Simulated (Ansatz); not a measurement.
# Au (Fm-3m, 1 atom in the cell): converging a phonon calculation

Wanted: convergence of the phonons of Au (Fm-3m, 1 atom in the cell) against cost.

Program: Ansatz 0.2.0. Level of theory: DFT PBE, scalar-relativistic, plane waves, PAW. Results are calculated unless marked as measured.

The database entry behind the starting cell differs from later determinations by our own check (0.1 to 0.3 % short, probably kX units), so it need not match the best structure at ambient conditions.

## Step 1: Set-up

Symmetry: Fm-3m, No. 225, cubic system. Conventional cell: a = 4.158 Å, b = 4.158 Å, c = 4.158 Å, α = 90.00°, β = 90.00°, γ = 90.00°. Au has 12 Au at 2.94 Å nearest.

## Step 2: Tight relaxation

Phonons need a cell at rest on their own settings, so the relaxation is repeated with tight tolerances on forces and stress, using the mesh and the filling of the phonon run that follows.

input.yaml reads:

```yaml
crystal:
  lattice:
    - [0.0, 2.0790566513, 2.0790566513]
    - [2.0790566513, 0.0, 2.0790566513]
    - [2.0790566513, 2.0790566513, 0.0]
  atoms:
    - { symbol: Au, position: [0.0, 0.0, 0.0] }
kpoints:
  mp_grid: { grid: [20, 20, 20] }
hamiltonian:
  xc: pbe
scf:
  occupations: { method: methfessel_paxton, width: 0.2 }
output:
  forces: true
  stress: true
  eigenvalues: true
relax:
  adjacent_minimum: "off"
  f_tol: 0.001
  max_steps: 60
  cell: { stress_tol: 0.01 }
```

On the command line:

```sh
$ ansatz run input.yaml --threads 4 --pin off --max-ram 7168MiB --backend cpu --events-out ev --progress --plain --runs-dir out
```

Numbers of over 12 decimals in the logs are rounded to 6 here.

Output:

```text
Engine: ansatz 0.2.0, aarch64-unknown-linux-gnu
Pseudopotentials: kind: paw
Pseudopotential: Au, paw, valence charge 19, recommended cutoff 420 eV (normal), Au.paw.azcp
Functional definition: PBE
  parameter kappa = 0.804
  parameter beta = 0.066725
  exchange = pbe_x(kappa = kappa, mu = beta*pi^2/3)
  correlation = pbe_c(beta = beta)
Crystal: 1 atoms, lattice volume = 17.973 Å³
[...]
--- Relaxed structure (1 steps of the walk, 1 accepted, 1 SCFs on fresh bases) ---
  F+E_penalty+E_count = -13149.32867827 eV   max|allowed force component| = 0.000e0 eV/Å   (the final SCF, on the basis selected at the relaxed cell)
  cell:  # Å, volume = 17.9733 Å³
    - [0.0, 2.0790566513, 2.0790566513]
    - [2.0790566513, 0.0, 2.0790566513]
    - [2.0790566513, 2.0790566513, 0.0]
  atoms:
    - { symbol: Au, position: [0.0, 0.0, 0.0] }
[key lines of the parts left out:]
SCF converged after 4 iterations
Free energy (F): -13149.328678 eV
Fermi energy:    19.172708 eV
P = ⅓ Tr σ = 0.0091 GPa (0.091 kbar)
```

Elapsed: 2.4 s, on 4 threads of Arm Neoverse V1, shared host; peak memory 0.35 GiB; 8.3 s of CPU time.

Little changed from the start: no atom moved by 0.005 Å and no cell edge by 0.1 %.

This step gave:

```
pressure          : 0.009144 GPa
volume per atom   : 17.97 Å³
gap on the k-mesh : 0 eV
```

The forces vanish by symmetry and the pressure is 0.009 GPa, within the tolerances set. The cell now holds 17.97 Å³/atom.

## Step 3: Response at finite wavevector

Stability and thermal properties need the whole zone. Linear response on a 4×4×4 q mesh gives force constants as far as a supercell of that size would.

input.yaml, the sections that differ from step 2:

```yaml
output:
  eigenvalues: true
phonons:
  method: dfpt
  qmesh: [4, 4, 4]
  temperatures: { t_max: 1000, t_step: 50 }
  qpath:
    path:
      - [[0.0, 0.0, 0.0], [0.5, 0.0, 0.5], [0.625, 0.25, 0.625]]
      - [[0.375, 0.375, 0.75], [0.0, 0.0, 0.0], [0.5, 0.5, 0.5], [0.5, 0.25, 0.75], [0.5, 0.0, 0.5]]
    npoints: 10
# crystal, kpoints, hamiltonian, scf: as in step 2
# relax: removed
```

Output:

```text
[...]
Crystal: 1 atoms, lattice volume = 17.973 Å³
Basis set: ecut = 420 eV, 339 PW (Γ), exchange–correlation on 40×40×40 points (8 copies of the dense FFT grid, shifted against one another)
Bands: 14, of which v1, the nominal top of the filled ones, is band 10 counted from 1 (9 counted from 0)
Symmetry: 48 space group operations
k-points: 256 of 8000
[...]
SCF iter   1: F=—  HF=-13149.328196 eV  |F-HF|=—  |Δ(HF+E_count)|=         —  Δρ=1.45e-3  dr2=6.05e-5  ethr=1.77e-3  ⟨swp⟩=4.1  Hψ=17068  notcnv=0
[...]
SCF iter   8: F=-13149.328678 eV  HF=-13149.328678 eV  |F-HF|=3.64e-12  |Δ(HF+E_count)|=  5.46e-12  S|Δr|=    0.00e0  Δρ=1.92e-8  dr2=5.36e-14  ethr=1.00e-12  ⟨swp⟩=5.9  Hψ=13673  notcnv=0
SCF 1 converged in 8 iterations: F = -13149.328678 eV  dr2 = 5.36e-14
[...]
NSCF: frozen V_eff on 256 k-points
[...]
DFPT response loops at q = (0, 0, 0) (fractional): preconditioner auto → Kerker (q_TF=auto, 2.754 Å⁻¹) (partly filled bands, converged f_vac=0.000); β = 1.00, the filter's whole step (`scf.mixing.beta` (0.50) is not read by the response loops under this deck's `scf.mixing.preconditioner`; to damp them name `kerker` or `kerker_dos`, under which they read `scf.mixing.beta`, and type it under 1.00, their step now; both keys bind the ground state too); Broyden in place of MSR1
[...]
SCF converged after 8 iterations
[...]
Free energy (F): -13149.328678 eV
[...]
Internal energy: -13149.329142 eV  (E = F + TS)
E sigma→0 (E₀):  -13149.328794 eV
Entropy (-TS):   0.000464 eV (0.464 meV/atom)
Fermi energy:    19.172708 eV
[...]
--- Band table (eV; the first three rows and the last of 256) ---
  k-point 0: bands = [... 6 lower, 14.7962, 14.7962, 16.1799, 16.1799, 33.7411, 37.4378, 37.4378, 37.4378]
  k-point 1: bands = [... 6 lower, 14.8243, 14.8243, 16.1674, 16.1674, 33.8324, 36.8487, 37.5285, 37.5285]
  k-point 2: bands = [... 6 lower, 14.9001, 14.9001, 16.1395, 16.1395, 34.0396, 35.5801, 37.7854, 37.7854]
  k-point 255: bands = [... 6 lower, 14.3808, 16.0556, 17.5739, 23.6585, 25.3405, 25.3405, 28.3118, 41.3061]
--- Phonons (Γ-DFPT): 1 representative perturbation + reference (Σ response iterations 3) ---
  ASR residual: 3.829e-5 → 0.000e0 eV/Å²; symmetrization residual: 1.516e-12 eV/Å²
  ASR residual per site (eV/Å²): 3.83e-5
  Γ frequencies (cm⁻¹): 0.00 0.00 0.00
--- Phonons (arbitrary-q DFPT): 8 irreducible q on the 4×4×4 mesh ---
  q = [0.0000, 0.0000, 0.0000] (star 1, of the zone-centre solve; hermiticity 1.50e-9, symmetrization 3.96e-8): -0.00 -0.00 -0.00
  q = [0.0000, 0.0000, 0.2500] (star 8, 1 solved perturbation on 4200 of 8000 k-point pairs; hermiticity 1.97e-7, symmetrization 9.87e-8): 33.70 33.70 94.44
[...]
q = [0.0000, 0.2500, 0.2500] (star 6, 2 solved perturbations in 3420 linear systems a pass and spin channel, the states on 2210 of 8000 k-point pairs; hermiticity 2.77e-8, symmetrization 1.42e-8): 48.89 48.89 99.28
[...]
sum rule: each row above includes the acoustic sum rule's correction from the zone centre's row sums; it moved no ω² by more than (0.23 cm⁻¹)²
  mesh force constants: q→R imaginary residual 0.00e0; ASR residual 3.829e-5 → 0.000e0 eV/Å²; symmetrization residual 4.441e-15 eV/Å²
  interpolated dispersion: 62 rows × 3 modes
  density of states and harmonic sums: on the 28×28×28 q-mesh, interpolated from the force constants of a 4×4×4 supercell (no non-analytic term)
  largest difference from the sums on the solved wave vectors: F 1.52e-2 eV, S 1.92e-5 and C_V 4.06e-6 eV/K
  zero-point energy: 0.014794 eV/cell   skipped modes (ω ≤ 0): 3   left out of the sums: 4.56e-5 of the cell's modes: C_V's classical limit lies that fraction below 3 k_B per atom; for a crystal, a wire or a layer, F and S can be off by more, and a phonons.interpolated_qmesh denser along its periods is the remedy for the sampling
```

Elapsed: 3 min, on 4 threads; peak memory 4.1 GiB.

In the SCF lines HF is the Harris–Foulkes energy and dr2 the Hartree energy of the density residual, in eV; the loop may stop once dr2 is under the threshold and the program's other checks hold. Hψ counts applications of the Hamiltonian.

Numbers from this step:

- sum-rule residual before enforcement: 3.83e-5 eV/Å²
- lowest frequency on the path: 0 cm⁻¹
- highest frequency on the path or at a solved wavevector: 137 cm⁻¹
- mean frequency: 79.6 cm⁻¹
- Debye temperature (second moment): 158 K
- logarithmic mean frequency: 73.2 cm⁻¹
- lowest mode on the q mesh (acoustic modes at Γ apart): 33.7 cm⁻¹
- zero-point energy per atom: 14.79 meV
- heat capacity at 300 K: 24.6 J/(mol atoms K)
- vibrational entropy at 300 K: 51.24 J/(mol atoms K)

Frequencies (cm⁻¹) solved at each irreducible wavevector; negative means imaginary. Frequencies by wavevector, by row:

| q in reciprocal lattice units | star | mode 1 | mode 2 | mode 3 |
| --- | --- | --- | --- | --- |
| 0 0 0 | 1 | 0 | 0 | 0 |
| 0 0 0.25 | 8 | 33.7 | 33.7 | 94.4 |
| 0 0 -0.5 | 4 | 53.3 | 53.3 | 137 |
| 0 0.25 0.25 | 6 | 48.9 | 48.9 | 99.3 |
| 0 0.25 -0.5 | 24 | 62.8 | 76.9 | 123.8 |
| 0 0.25 -0.25 | 12 | 49.4 | 75.9 | 115.7 |
| 0 -0.5 -0.5 | 3 | 76.8 | 76.8 | 133.9 |
| 0.25 -0.5 -0.25 | 6 | 73.7 | 104.8 | 104.8 |

Interpolated from a 4×4×4 q mesh. The phonon branches at the labelled points (cm⁻¹):

| point | branch 1 | branch 2 | branch 3 |
| --- | --- | --- | --- |
| Γ | 0 | 0 | 0 |
| halfway | 49 | 49 | 99 |
| X | 77 | 77 | 134 |
| halfway | 74 | 82 | 130 |
| U | 68 | 96 | 117 |
| jump to K | 68 | 96 | 117 |
| halfway | 38 | 54 | 104 |
| Γ | 0 | 0 | 0 |
| halfway | 34 | 34 | 94 |
| L | 53 | 53 | 137 |
| halfway | 60 | 80 | 124 |
| W | 74 | 105 | 105 |
| halfway | 75 | 84 | 125 |
| X | 77 | 77 | 134 |

The phonon branches as a text plot (rows in cm⁻¹):

```
    134 |           ***                         *****          **
    128 |         **   *                       *     *        *
    123 |        *      **                    *       *      *
    117 |                 *  **                        **   *
    111 |       *           *  *             *             *
    106 |                  *    *                        **
    100 |      *                                           *
     94 |                ** *               *           *   *
     88 |               *        *                     *     *
     83 |    **        *     **                               *
     77 |           ****                   *          *     *****
     71 |         **    **        **                 *   ***
     66 |   *    *        **   *                    *   *
     60 |       *           *             *        *  **
     54 |                    ** *               ******
     49 |      *                    *          *
     43 |  *                   * *       *   **
     37 |    **                 *
     31 |   *                    ***        *
     26 |                            *     *
     20 | **                      ***   * *
     14 |                           *    *
      9 | *                          *  *
      3 |*                            **
         Γ           X  U|K            Γ         L        W     X
```

Symmetry leaves 8 wavevectors to solve. The lowest mode among them, the acoustic zeros apart, lies at q = (0, 0, 0.25) and is real, 33.7 cm⁻¹.

## Step 4: Another q mesh, q mesh 2×2×2

The q mesh is changed to 2×2×2, to see how far the force constants must reach.

Edit input.yaml of step 3 so:

```diff
@@ -17,3 +17,3 @@
   method: dfpt
-  qmesh: [4, 4, 4]
+  qmesh: [2, 2, 2]
   temperatures: { t_max: 1000, t_step: 50 }
```

Output:

```text
[...]
Crystal: 1 atoms, lattice volume = 17.973 Å³
Basis set: ecut = 420 eV, 339 PW (Γ), exchange–correlation on 40×40×40 points (8 copies of the dense FFT grid, shifted against one another)
Bands: 14, of which v1, the nominal top of the filled ones, is band 10 counted from 1 (9 counted from 0)
Symmetry: 48 space group operations
k-points: 256 of 8000
[...]
SCF iter   1: F=—  HF=-13149.328196 eV  |F-HF|=—  |Δ(HF+E_count)|=         —  Δρ=1.45e-3  dr2=6.05e-5  ethr=1.77e-3  ⟨swp⟩=4.1  Hψ=17068  notcnv=0
[...]
SCF iter   8: F=-13149.328678 eV  HF=-13149.328678 eV  |F-HF|=3.64e-12  |Δ(HF+E_count)|=  5.46e-12  S|Δr|=    0.00e0  Δρ=1.92e-8  dr2=5.36e-14  ethr=1.00e-12  ⟨swp⟩=5.9  Hψ=13673  notcnv=0
SCF 1 converged in 8 iterations: F = -13149.328678 eV  dr2 = 5.36e-14
[...]
SCF converged after 8 iterations
[...]
Free energy (F): -13149.328678 eV
[...]
Internal energy: -13149.329142 eV  (E = F + TS)
E sigma→0 (E₀):  -13149.328794 eV
Entropy (-TS):   0.000464 eV (0.464 meV/atom)
Fermi energy:    19.172708 eV
[...]
--- Band table (eV; the first three rows and the last of 256) ---
  k-point 0: bands = [... 6 lower, 14.7962, 14.7962, 16.1799, 16.1799, 33.7411, 37.4378, 37.4378, 37.4378]
  k-point 1: bands = [... 6 lower, 14.8243, 14.8243, 16.1674, 16.1674, 33.8324, 36.8487, 37.5285, 37.5285]
  k-point 2: bands = [... 6 lower, 14.9001, 14.9001, 16.1395, 16.1395, 34.0396, 35.5801, 37.7854, 37.7854]
  k-point 255: bands = [... 6 lower, 14.3808, 16.0556, 17.5739, 23.6585, 25.3405, 25.3405, 28.3118, 41.3061]
[...]
ASR residual: 3.829e-5 → 0.000e0 eV/Å²; symmetrization residual: 1.516e-12 eV/Å²
  ASR residual per site (eV/Å²): 3.83e-5
  Γ frequencies (cm⁻¹): 0.00 0.00 0.00
--- Phonons (arbitrary-q DFPT): 3 irreducible q on the 2×2×2 mesh ---
[...]
interpolated dispersion: 62 rows × 3 modes
[...]
```

Run time: 29 s. Hardware: 4 threads; peak memory 1.3 GiB.

This step gave:

* mean frequency: 83.4 cm⁻¹
* lowest mode on the q mesh (acoustic modes at Γ apart): 53.32 cm⁻¹

Frequencies (cm⁻¹) solved at each irreducible wavevector; negative means imaginary. Frequencies by wavevector, by row:

| q in reciprocal lattice units | star | mode 1 | mode 2 | mode 3 |
| --- | --- | --- | --- | --- |
| 0 0 0 | 1 | 0 | 0 | 0 |
| 0 0 -0.5 | 4 | 53.3 | 53.3 | 137 |
| 0 -0.5 -0.5 | 3 | 76.8 | 76.8 | 133.9 |

Interpolated from a 2×2×2 q mesh, rough between the solved points. The phonon branches at the labelled points (cm⁻¹):

| point | branch 1 | branch 2 | branch 3 |
| --- | --- | --- | --- |
| Γ | 0 | 0 | 0 |
| halfway | 56 | 56 | 96 |
| X | 77 | 77 | 134 |
| halfway | 75 | 85 | 131 |
| U | 70 | 101 | 122 |
| jump to K | 70 | 101 | 122 |
| halfway | 39 | 68 | 103 |
| Γ | 0 | 0 | 0 |
| halfway | 38 | 38 | 97 |
| L | 53 | 53 | 137 |
| halfway | 63 | 87 | 126 |
| W | 78 | 110 | 110 |
| halfway | 78 | 88 | 128 |
| X | 77 | 77 | 134 |

The phonon branches as a text plot (rows in cm⁻¹):

```
    134 |           ***                         *****          **
    128 |         **   **                      *     **       *
    123 |        *       **                   *        *    **
    117 |                   ***                         *  *
    111 |       *          *   *             *           **
    106 |                   *   *                          *
    100 |                **                             *
     94 |      *             **             *          *    **
     88 |               *        *                    *
     83 |    **        *       *           *                  *
     77 |           ****                             *   ********
     71 |        ***    ***       **                *   *
     66 |       *          *    *                     **
     60 |   *               *             *        * *
     54 |      *             **  *              *****
     49 |    **                *    *         **
     43 |  *                      **     *   *
     37 |   *                   *           *
     31 |                        *         *
     26 |  *                      ****    *
     20 | *                             *
     14 | *                         **   *
      9 |                            *  *
      3 |*                            **
         Γ           X  U|K            Γ         L        W     X
```

The mean frequency is 83.4 cm⁻¹, +3.8 cm⁻¹ against the base run.

The highest branch reaches 137 cm⁻¹ on this path, at L. No branch goes imaginary on this path.

## Step 5: Another q mesh, k-mesh 21×21×21, q mesh 3×3×3

The q mesh is changed to 3×3×3, to see how far the force constants must reach; the k mesh is 21×21×21, against 20×20×20 in the base run, so that the q mesh divides it.

Edit input.yaml of step 4 so:

```diff
@@ -8,3 +8,3 @@
 kpoints:
-  mp_grid: { grid: [20, 20, 20] }
+  mp_grid: { grid: [21, 21, 21] }
 hamiltonian:
@@ -17,3 +17,3 @@
   method: dfpt
-  qmesh: [2, 2, 2]
+  qmesh: [3, 3, 3]
   temperatures: { t_max: 1000, t_step: 50 }
```

Output:

```text
[...]
Crystal: 1 atoms, lattice volume = 17.973 Å³
Basis set: ecut = 420 eV, 339 PW (Γ), exchange–correlation on 40×40×40 points (8 copies of the dense FFT grid, shifted against one another)
Bands: 14, of which v1, the nominal top of the filled ones, is band 10 counted from 1 (9 counted from 0)
Symmetry: 48 space group operations
k-points: 286 of 9261
[...]
k-point 285: bands = [... 6 lower, 14.4990, 16.0700, 17.5443, 23.4296, 25.1892, 25.6697, 28.4567, 41.0281]
[...]
ASR residual: 2.035e-4 → 0.000e0 eV/Å²; symmetrization residual: 1.031e-11 eV/Å²
  ASR residual per site (eV/Å²): 2.04e-4
  Γ frequencies (cm⁻¹): 0.00 0.00 0.00
--- Phonons (arbitrary-q DFPT): 4 irreducible q on the 3×3×3 mesh ---
[...]
interpolated dispersion: 62 rows × 3 modes
[...]
[key lines of the parts left out:]
SCF converged after 7 iterations
Free energy (F): -13149.325987 eV
Fermi energy:    19.251098 eV
```

Run time: 97 s. Hardware: 4 threads; peak memory 2.7 GiB.

The mean frequency is 80.5 cm⁻¹, +0.9 cm⁻¹ against the base run, whose k mesh differs too.

## Step 6: Another q mesh, k-mesh 24×24×24, q mesh 6×6×6

The q mesh is changed to 6×6×6, to see how far the force constants must reach; the k mesh is 24×24×24, against 20×20×20 in the base run, so that the q mesh divides it.

Edit input.yaml of step 5 so:

```diff
@@ -8,3 +8,3 @@
 kpoints:
-  mp_grid: { grid: [21, 21, 21] }
+  mp_grid: { grid: [24, 24, 24] }
 hamiltonian:
@@ -17,3 +17,3 @@
   method: dfpt
-  qmesh: [3, 3, 3]
+  qmesh: [6, 6, 6]
   temperatures: { t_max: 1000, t_step: 50 }
```

Output:

```text
[...]
Crystal: 1 atoms, lattice volume = 17.973 Å³
Basis set: ecut = 420 eV, 339 PW (Γ), exchange–correlation on 40×40×40 points (8 copies of the dense FFT grid, shifted against one another)
Bands: 14, of which v1, the nominal top of the filled ones, is band 10 counted from 1 (9 counted from 0)
Symmetry: 48 space group operations
k-points: 413 of 13824
[...]
ASR residual: 1.166e-4 → 0.000e0 eV/Å²; symmetrization residual: 1.102e-12 eV/Å²
  ASR residual per site (eV/Å²): 1.17e-4
  Γ frequencies (cm⁻¹): 0.00 0.00 0.00
--- Phonons (arbitrary-q DFPT): 16 irreducible q on the 6×6×6 mesh ---
[...]
q = [0.1667, 0.3333, -0.5000] (star 24, 3 solved perturbations on 7200 of 13824 k-point pairs; hermiticity 2.52e-6, symmetrization 7.84e-9): 57.31 75.58 118.70
[...]
interpolated dispersion: 62 rows × 3 modes
[...]
[key lines of the parts left out:]
SCF converged after 7 iterations
Free energy (F): -13149.328616 eV
Fermi energy:    19.208635 eV
```

It took 25 min on 4 threads; peak memory 5.1 GiB.

Frequencies (cm⁻¹) solved at each irreducible wavevector; negative means imaginary. Frequencies by wavevector, by row:

| q in reciprocal lattice units | star | mode 1 | mode 2 | mode 3 |
| --- | --- | --- | --- | --- |
| 0 0 0 | 1 | 0 | 0 | 0 |
| 0 0 0.1667 | 8 | 22.1 | 22.1 | 67.5 |
| 0 0 0.3333 | 8 | 43.6 | 43.6 | 116.9 |
| 0 0 -0.5 | 4 | 53 | 53 | 136.9 |
| 0 0.1667 0.1667 | 6 | 32.4 | 32.4 | 72.3 |
| 0 0.1667 0.3333 | 24 | 49.4 | 49.4 | 107.9 |
| 0 0.1667 -0.5 | 24 | 57.1 | 67.6 | 128.9 |
| 0 0.1667 -0.3333 | 24 | 50.3 | 68.7 | 122.9 |
| 0 0.1667 -0.1667 | 12 | 32.5 | 48.4 | 96.9 |
| 0 0.3333 0.3333 | 6 | 63.3 | 63.3 | 118.7 |
| 0 0.3333 -0.5 | 24 | 69.8 | 78.8 | 125.4 |
| 0 0.3333 -0.3333 | 12 | 62.3 | 105 | 107.4 |
| 0 -0.5 -0.5 | 3 | 76.8 | 76.8 | 133.7 |
| 0.1667 0.3333 -0.5 | 24 | 57.3 | 75.6 | 118.7 |
| 0.1667 0.3333 -0.3333 | 24 | 64.3 | 92.3 | 116.9 |
| 0.1667 -0.5 -0.3333 | 12 | 73.8 | 89.1 | 119.4 |

The mean frequency is 79.5 cm⁻¹, -0.1 cm⁻¹ against the base run, whose k mesh differs too.

[end of part 1 of 3]

[Logs are printed without paths, hosts, clocks, repeated set-up lines and the standing remarks that a program may print on its own settings, such as how far it seeks lower states.]

[Hosts, paths, dates, database ids (printed as entryN), source tags and the programs' standing remarks are cut or masked in the printed files.]
